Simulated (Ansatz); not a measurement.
# The potential step between two gates: 1T-SnSe2 bilayer, AA

Two oppositely charged gates put a neutral stack in a displacement field D. The voltage between them is D/ε₀ times an electrical distance, shorter than the real one because the stack screens.

Set-up. Ansatz 0.2.0, plane waves with PAW datasets (its set soft_2), PBE-D3(BJ); isolated slab, charged sheets 5 Å from the outer atoms behind model barriers, atoms held. Voltages count from the uncharged case.

```tsv
run	D/ε₀ (V/nm)	step in an electron's potential, upper less lower gate (eV)
run 1	−1.810	−1.521
run 2	0.000	0.000
run 3	0.905	0.761
run 4	1.810	1.522
run 5	2.714	2.282
run 6	3.619	?
```

Q: Estimate the withheld value from the rows shown.

A least-squares line through the 5 rows shown has slope 0.8406 and intercept 0.0004; no row lies more than 0.001 eV off it. The size of the slope, 0.841 nm, is the electrical distance; the sheets are 1.918 nm apart, and screening reaches beyond the outer atoms. At 3.619 it gives 0.8406 × 3.619 + 0.0004 = 3.043 eV, beyond the rows fitted. Rounding and scatter of the rows alone allow about ±0.001 eV there.

The run itself gives 3.042 eV: a miss of −0.001 eV, or 0.0 % of the value. Screening stays linear to within 1 % over this range.

**Limits.** The gates are model sheets, not atoms.

[Logs are printed without paths, hosts, clocks, repeated set-up lines and the standing remarks that a program may print on its own settings, such as how far it seeks lower states.]
